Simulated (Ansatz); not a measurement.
## Changed inputs in constrained RPA: TiO2 (Rutile)

What does U in TiO2 (Rutile) depend on besides the window?

Method: constrained RPA on LDA, plane waves, PAW, in Ansatz 0.2.0.

This is a report of a sequence of runs, with most program output left out.

## 1. The starting structure

Symmetry: P4_2/mnm, No. 136, tetragonal system. Conventional cell: a = 4.592 Å, b = 4.592 Å, c = 2.957 Å, α = 90.00°, β = 90.00°, γ = 90.00°. Nearest to Ti lie 6 O at 1.95 to 1.98 Å. Nearest to O lie 3 Ti at 1.95 to 1.98 Å. Farther neighbours and most contacts between anions are not listed.

As a file:

```cif
data_structure
_symmetry_space_group_name_H-M 'P 1'
_symmetry_Int_Tables_number 1
_cell_length_a 4.5922
_cell_length_b 4.5922
_cell_length_c 2.9574
_cell_angle_alpha 90.000
_cell_angle_beta 90.000
_cell_angle_gamma 90.000
_cell_volume 62.37
loop_
_atom_site_label
_atom_site_type_symbol
_atom_site_fract_x
_atom_site_fract_y
_atom_site_fract_z
_atom_site_occupancy
Ti1 Ti 0.00000 0.00000 0.00000 1
Ti2 Ti 0.50000 0.50000 0.50000 1
O3 O 0.30496 0.30496 0.00000 1
O4 O 0.19504 0.80496 0.50000 1
O5 O 0.69504 0.69504 0.00000 1
O6 O 0.80496 0.19504 0.50000 1
```

The cell and positions come from the Crystallography Open Database and are kept as given unless a step says otherwise. The program's search for lower electronic states was switched off, so nothing shows that the state found is the lowest. The default PAW set here is soft_2. Its files were made with PBE.

## 2. Base: Ti d, bands c1 to c10, 4×4×6 mesh, medium accuracy

Constrained RPA screens the interaction with every transition except those inside the target bands, which a later many-body model would treat itself.

input.yaml reads:

```yaml
crystal:
  lattice:
    - [2.2961, 2.2961, 3.24717576]
    - [-2.2961, -2.2961, 3.24717576]
    - [2.09119759, -2.09119759, 0.0]
  atoms:
    - { symbol: Ti, position: [0.0, 0.0, 0.0] }
    - { symbol: Ti, position: [0.5, 0.5, 0.5] }
    - { symbol: O, position: [0.30496, 0.30496, 0.0] }
    - { symbol: O, position: [0.19504, 0.80496, 0.5] }
    - { symbol: O, position: [0.69504, 0.69504, 0.0] }
    - { symbol: O, position: [0.80496, 0.19504, 0.5] }
kpoints:
  mp_grid: { grid: [8, 8, 12] }
hamiltonian:
  xc: lda
scf:
  occupations: { method: gaussian, width: 0.08 }
  n_extra_bands: 24
  max_iter: 150
  lower_state_search: "off"
output:
  crpa:
    kmesh: [4, 4, 6]
    target_bands: [c1, c10]
    projections: [{ species: Ti, l: d, shell: 3 }]
  local_orbitals:
    kmesh: [8, 8, 12]
    orbitals: [{ species: Ti, l: d, shell: 3 }]
    window: { bands: [c1, c10] }
    seedname: lo
```

Started as:

```console
$ ansatz run input.yaml --threads 8 --pin off --max-ram 14745MiB --backend cpu --events-out ev --progress --plain --runs-dir out
```

Run time: 5.7 min. Hardware: 8 threads of Arm Neoverse V2, shared host; peak memory 0.9 GiB; 43 min of CPU time.

This step gave:

```yaml
u: 3.260 eV
u_prime_inter_orbital: 2.426 eV
j: 0.3981 eV
bare_v: 16.22 eV
bare_j: 0.5321 eV
stated_bound_on_u: 0.002441 eV
u_over_bare_v: 0.2010
electrons_in_the_window: 0
head_of_the_constrained_inverse_dielectric_matrix: 0.1270
least_eigenvalue_of_the_projection_s_overlap: 0.3200
target_functions: 10
bands_in_the_sums: 68
r_m_s_miss_of_the_model_bands: 7.47e-4 eV
width_of_the_target_bands: 5.793 eV
weight_of_the_projected_orbitals_in_the_window: 0.7629
```

On the Ti d shell, screening brings the on-site interaction from 16.2 eV down to U = 3.26 eV.

## 3. Changed: 2×2×4 mesh

input.yaml: that of step 2 with these lines changed.

```diff
@@ -23,9 +23,4 @@
   crpa:
-    kmesh: [4, 4, 6]
+    kmesh: [2, 2, 4]
     target_bands: [c1, c10]
     projections: [{ species: Ti, l: d, shell: 3 }]
-  local_orbitals:
-    kmesh: [8, 8, 12]
-    orbitals: [{ species: Ti, l: d, shell: 3 }]
-    window: { bands: [c1, c10] }
-    seedname: lo
```

Elapsed: 27 s, on 8 threads; peak memory 0.76 GiB; 3.2 min of CPU time.

Numbers from this step:

| Quantity | Value |
| --- | --- |
| U | 3.237 eV |
| U prime (inter-orbital) | 2.402 eV |
| J | 0.3981 eV |
| bare V | 16.28 eV |
| bare J | 0.5308 eV |
| stated bound on U | 0.002555 eV |
| U over bare V | 0.1988 |
| electrons in the window | 0 |
| head of the constrained inverse dielectric matrix | 0.1120 |
| least eigenvalue of the projection's overlap | 0.3200 |
| target functions | 10 |
| bands in the sums | 68 |
| width of the target bands | 5.793 eV |
| weight of the projected orbitals in the window | 0.7629 |

On the Ti d shell, screening brings the on-site interaction from 16.3 eV down to U = 3.24 eV.

## 4. Changed: 2×2×2 mesh

input.yaml: that of step 3 with these lines changed.

```diff
@@ -23,3 +23,3 @@
   crpa:
-    kmesh: [2, 2, 4]
+    kmesh: [2, 2, 2]
     target_bands: [c1, c10]
```

The job ended after 13 s (8 threads; peak memory 0.7 GiB; 90 s of CPU time).

Numbers from this step:

```
U                                                 : 3.298 eV
U prime (inter-orbital)                           : 2.438 eV
J                                                 : 0.4054 eV
bare V                                            : 16.57 eV
bare J                                            : 0.5374 eV
stated bound on U                                 : 0.002800 eV
U over bare V                                     : 0.1990
electrons in the window                           : 0
head of the constrained inverse dielectric matrix : 0.08876
least eigenvalue of the projection's overlap      : 0.3200
target functions                                  : 10
bands in the sums                                 : 68
width of the target bands                         : 5.793 eV
weight of the projected orbitals in the window    : 0.7629
```

On the Ti d shell, screening brings the on-site interaction from 16.6 eV down to U = 3.30 eV.

## 5. Changed: accuracy high

input.yaml: that of step 4 with these lines changed.

```diff
@@ -23,4 +23,5 @@
   crpa:
-    kmesh: [2, 2, 2]
+    kmesh: [4, 4, 6]
     target_bands: [c1, c10]
     projections: [{ species: Ti, l: d, shell: 3 }]
+    accuracy: high
```

Wall time 5.9 min (8 threads); peak memory 0.96 GiB.

This step gave:

- U: 3.260 eV
- U prime (inter-orbital): 2.426 eV
- J: 0.3981 eV
- bare V: 16.22 eV
- bare J: 0.5321 eV
- stated bound on U: 0.001146 eV
- U over bare V: 0.2010
- electrons in the window: 0
- head of the constrained inverse dielectric matrix: 0.1270
- least eigenvalue of the projection's overlap: 0.3200
- target functions: 10
- bands in the sums: 68
- width of the target bands: 5.793 eV
- weight of the projected orbitals in the window: 0.7629

On the Ti d shell, screening brings the on-site interaction from 16.2 eV down to U = 3.26 eV.

## 6. Changed: accuracy low

input.yaml: that of step 5 with these lines changed.

```diff
@@ -26,2 +26,2 @@
     projections: [{ species: Ti, l: d, shell: 3 }]
-    accuracy: high
+    accuracy: low
```

The job ended after 2.6 min (8 threads; peak memory 0.85 GiB).

This step gave:

```
U                                                 : 3.248 eV
U prime (inter-orbital)                           : 2.415 eV
J                                                 : 0.3977 eV
bare V                                            : 16.22 eV
bare J                                            : 0.5321 eV
stated bound on U                                 : 0.04144 eV
U over bare V                                     : 0.2002
electrons in the window                           : 0
head of the constrained inverse dielectric matrix : 0.1269
least eigenvalue of the projection's overlap      : 0.3200
target functions                                  : 10
bands in the sums                                 : 68
width of the target bands                         : 5.793 eV
weight of the projected orbitals in the window    : 0.7629
```

On the Ti d shell, screening brings the on-site interaction from 16.2 eV down to U = 3.25 eV.

## 7. Changed: a hybrid parent, which the program doesn't serve

This step: constrained RPA on HSE06, plane waves, PAW.

input.yaml: that of step 6 with these lines changed.

```diff
@@ -15,3 +15,3 @@
 hamiltonian:
-  xc: lda
+  xc: hse06
 scf:
@@ -26,2 +26 @@
     projections: [{ species: Ti, l: d, shell: 3 }]
-    accuracy: low
```

The job ended after 0.03 s (8 threads; peak memory 0.029 GiB).

The program refused the input before any cycle.

The program's message: “Error: output.crpa with hamiltonian.xc: <hybrid> — the cRPA pass is not lent the exchange term, and with exact exchange the velocity is complete only between two filled bands or a filled and an empty …”

The fault put into this input: a hybrid parent, which the program doesn't serve.

## 8. Changed: potentials

This step: constrained RPA on LDA, plane waves, norm-conserving pseudopotentials.

input.yaml: that of step 7 with these lines changed.

```diff
@@ -15,3 +15,4 @@
 hamiltonian:
-  xc: hse06
+  xc: lda
+  pseudopotentials: { kind: nc }
 scf:
```

Run time: 23 min. Hardware: 8 threads; peak memory 2.2 GiB; 2.9 h of CPU time.

This step gave:

* U: 3.286 eV
* U prime (inter-orbital): 2.455 eV
* J: 0.3975 eV
* bare V: 16.21 eV
* bare J: 0.5319 eV
* stated bound on U: 0.003156 eV
* U over bare V: 0.2027
* electrons in the window: 0
* head of the constrained inverse dielectric matrix: 0.1289
* least eigenvalue of the projection's overlap: 0.3219
* target functions: 10
* bands in the sums: 68
* width of the target bands: 5.799 eV
* weight of the projected orbitals in the window: 0.7674

On the Ti d shell, screening brings the on-site interaction from 16.2 eV down to U = 3.29 eV.

## 9. Changed: potentials

This step: constrained RPA on LDA, plane waves, PAW.

input.yaml: that of step 8 with these lines changed.

```diff
@@ -16,3 +16,3 @@
   xc: lda
-  pseudopotentials: { kind: nc }
+  pseudopotentials: { kind: paw, source: ansatz }
 scf:
```

Run time: 19 min. Hardware: 8 threads; peak memory 1.7 GiB; 2.5 h of CPU time.

This step gave:

| Property | Result |
| --- | --- |
| U | 3.257 eV |
| U prime (inter-orbital) | 2.426 eV |
| J | 0.3973 eV |
| bare V | 16.21 eV |
| bare J | 0.5321 eV |
| stated bound on U | 0.002975 eV |
| U over bare V | 0.2009 |
| electrons in the window | 0 |
| head of the constrained inverse dielectric matrix | 0.1269 |
| least eigenvalue of the projection's overlap | 0.3132 |
| target functions | 10 |
| bands in the sums | 68 |
| width of the target bands | 5.800 eV |
| weight of the projected orbitals in the window | 0.7646 |

On the Ti d shell, screening brings the on-site interaction from 16.2 eV down to U = 3.26 eV.

## 10. Side by side

Times are wall times on 8 threads of Arm Neoverse V2, shared host, good to a factor of about two.

| run | bare V (eV) | U (eV) | J (eV) | bound on U (eV) | width (eV) | time |
| --- | --- | --- | --- | --- | --- | --- |
| target window | 16.22 | 3.260 | 0.398 | 0.0024 | 5.79 | 5.7 min |
| 2×2×4 mesh | 16.28 | 3.237 | 0.398 | 0.0026 | 5.79 | 27 s |
| 2×2×2 mesh | 16.57 | 3.298 | 0.405 | 0.0028 | 5.79 | 13 s |
| accuracy high | 16.22 | 3.260 | 0.398 | 0.0011 | 5.79 | 5.9 min |
| accuracy low | 16.22 | 3.248 | 0.398 | 0.0414 | 5.79 | 2.6 min |
| potentials | 16.21 | 3.286 | 0.397 | 0.0032 | 5.80 | 23 min |
| potentials | 16.21 | 3.257 | 0.397 | 0.0030 | 5.80 | 19 min |

## 11. Results

| Property | Result |
| --- | --- |
| target window | U 3.26 eV, J 0.40 eV |
| 2×2×4 mesh | U 3.24 eV, J 0.40 eV |
| 2×2×2 mesh | U 3.30 eV, J 0.41 eV |
| accuracy high | U 3.26 eV, J 0.40 eV |
| accuracy low | U 3.25 eV, J 0.40 eV |
| potentials | U 3.29 eV, J 0.40 eV |
| potentials | U 3.26 eV, J 0.40 eV |

What this shows: 2×2×4 mesh moves U by −0.02 eV at 0.080 times the time. 2×2×2 mesh moves U by +0.04 eV at 0.039 times the time. Accuracy high moves U by +0.00 eV (within the solver's bounds, for the mean over orbitals). Accuracy low moves U by −0.01 eV (within the solver's bounds, for the mean over orbitals) at 0.47 times the time. Potentials moves U by +0.03 eV at 4.0 times the time. Potentials moves U by −0.003 eV (within the solver's bounds, for the mean over orbitals) at 3.4 times the time. The printed bound covers the solver alone, not the mesh, and no denser mesh than the base was run. The parent state is non-magnetic and the interaction static (zero frequency); U depends on the window and the orbitals, so it belongs to this model alone.

[Paths, hosts, dates, memory and timing lines, banners, echoed tables and standing remarks are left out of the program output.]

[Logs are printed without paths, hosts, clocks, repeated set-up lines and the standing remarks that a program may print on its own settings, such as how far it seeks lower states.]

[Runs of the session that timed out or met a known fault of the program may be left out.]

[Hosts, paths, dates, database ids (printed as entryN), source tags and the programs' standing remarks are cut or masked in the printed files.]
